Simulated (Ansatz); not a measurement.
# How amorphous polydimethylsiloxane (as short chains C32Si15O14H96) changes with density

How do energy, pressure, forces, levels, charges and cost follow the density?

Computed with Ansatz 0.2.0: Kohn-Sham DFT, LDA, PAW (set soft_2). Every run is a single point, with the atoms held where the recipe put them (cutoff of the plane-wave runs 420 eV, fermi-dirac smearing of 0.05 eV).

First member: 3 polydimethylsiloxane chains of 14 units with methyl end groups placed at random, at 0.886 g/cm³; overlaps pushed apart, then 20 ps at 800 K with MMFF94 bonds, angles, torsions, charges and radii (Halgren, J. Comput. Chem. 17, 490 (1996)) in harmonic and 12-6 forms. Snapshot after 30 ps at 250 K and fixed volume.

Last member: 3 polydimethylsiloxane chains of 14 units with methyl end groups placed at random, at 1.18 g/cm³; overlaps pushed apart, then 20 ps at 800 K with MMFF94 bonds, angles, torsions, charges and radii (Halgren, J. Comput. Chem. 17, 490 (1996)) in harmonic and 12-6 forms. Snapshot after 30 ps at 250 K and fixed volume.

The members:

| density (g/cm³) | reduced formula | atoms | valence electrons | k-mesh | basis | density (g/cm³) |
| --- | --- | --- | --- | --- | --- | --- |
| 0.886 | Si15H96C32O14 | 471 | 1104 | 1×1×1 | plane waves | 0.886 |
| 0.935 | Si15H96C32O14 | 471 | 1104 | 1×1×1 | plane waves | 0.935 |
| 0.984 | Si15H96C32O14 | 471 | 1104 | 1×1×1 | plane waves | 0.984 |
| 1.043 | Si15H96C32O14 | 471 | 1104 | 1×1×1 | plane waves | 1.04 |
| 1.102 | Si15H96C32O14 | 471 | 1104 | 1×1×1 | plane waves | 1.10 |
| 1.181 | Si15H96C32O14 | 471 | 1104 | 1×1×1 | plane waves | 1.18 |

Each cell is one sample from a classical run, so sample-to-sample scatter enters every column; pressures lack the kinetic term, and hold the strain of bonds inside molecules, whose lengths the classical model set.

The input of the first member, without its atom lines; other members have their own cell and atoms, and may differ in mesh, basis and outputs:

```yaml
crystal:
  lattice:
    - [18.50152, 0.0, 0.0]
    - [0.0, 18.50152, 0.0]
    - [0.0, 0.0, 18.50152]
  atoms:
    [... 471 lines ...]
kpoints:
  mp_grid: { grid: [1, 1, 1] }
hamiltonian:
  xc: lda
scf:
  occupations: { method: fermi_dirac, width: 0.05 }
output:
  forces: true
  stress: true
  populations: true
  dos:
    method: { smearing: { sigma: 0.08 } }
    de: 0.1
    projected: { site_lists: { C: [C], H: [H], O: [O], Si: [Si] } }
  eigenvalues: true
  write_density: true
  write_potential: true
  volumetric_format: npy
```

Results; charges are mean Löwdin charges in e:

| density (g/cm³) | energy less the first member's (meV/atom) | pressure (GPa) | r.m.s. force (eV/Å) | gap (eV) | q(C) | q(Si) | q(H) |
| --- | --- | --- | --- | --- | --- | --- | --- |
| 0.886 | 0.0 | 0.951 | 0.740 | 4.43 | -0.84 | +1.48 | +0.21 |
| 0.935 | 1.4 | 1.01 | 0.760 | 4.50 | -0.84 | +1.48 | +0.21 |
| 0.984 | 0.2 | 0.611 | 0.767 | 4.23 | -0.84 | +1.47 | +0.21 |
| 1.043 | -1.0 | 1.14 | 0.793 | 4.43 | -0.84 | +1.47 | +0.21 |
| 1.102 | -5.2 | 1.36 | 0.695 | 4.50 | -0.84 | +1.48 | +0.21 |
| 1.181 | -4.6 | 1.91 | 0.728 | 4.49 | -0.83 | +1.47 | +0.21 |

The gap is that between the highest filled and lowest empty Kohn-Sham level on the run's k-points, and local or semilocal functionals tend to put gaps under measured ones. Atoms aren't relaxed at this level, so pressure against density here is no equation of state. The projection misses up to 0.031 e an atom, so the charges add up to more than the cell's charge.

Cost on 8 threads of Intel Xeon Platinum 8259CL at 2.50GHz (Skylake/Cascade Lake), shared host:

| density (g/cm³) | atoms | basis | k-mesh | SCF cycles | time | host memory (GiB) |
| --- | --- | --- | --- | --- | --- | --- |
| 0.886 | 471 | plane waves | 1×1×1 | 11 | 3 min | 11 |
| 0.935 | 471 | plane waves | 1×1×1 | 11 | 2.6 min | 10 |
| 0.984 | 471 | plane waves | 1×1×1 | 11 | 2.3 min | 10 |
| 1.043 | 471 | plane waves | 1×1×1 | 11 | 2.2 min | 10.0 |
| 1.102 | 471 | plane waves | 1×1×1 | 11 | 2.2 min | 9.5 |
| 1.181 | 471 | plane waves | 1×1×1 | 11 | 2 min | 9.5 |

Times include the outputs that each run asked for, on hosts shared with other jobs.

**Reading.** The energy against the first member is lowest at 1.10 g/cm³ (-5.2 meV/atom) and highest at 0.935 g/cm³ (1.4 meV/atom); each member is a single configuration. The gap lies between 4.23 and 4.5 eV, with no steady trend; in single samples it varies with the configuration. The pressure is lowest at 0.984 g/cm³ (0.61 GPa) and highest at 1.18 g/cm³ (1.9 GPa), rising overall but not at every step.

Caveats: The network of contacts between molecules at the start is that of the classical potential that made the cell, and needn't be the one that DFT or experiment would give. The cells aren't relaxed by DFT, which could reorder their energies. The functional has no dispersion term, which matters between molecules.

[Logs are printed without paths, hosts, clocks, repeated set-up lines and the standing remarks that a program may print on its own settings, such as how far it seeks lower states.]

[Hosts, paths, dates, database ids (printed as entryN), source tags and the programs' standing remarks are cut or masked in the printed files.]

[The MMFF94 radii named for the starting cell were scaled by 0.96; in molecules described by MMFF94, hydrogen bound to N, O or S took a small fixed 12-6 site in their place.]
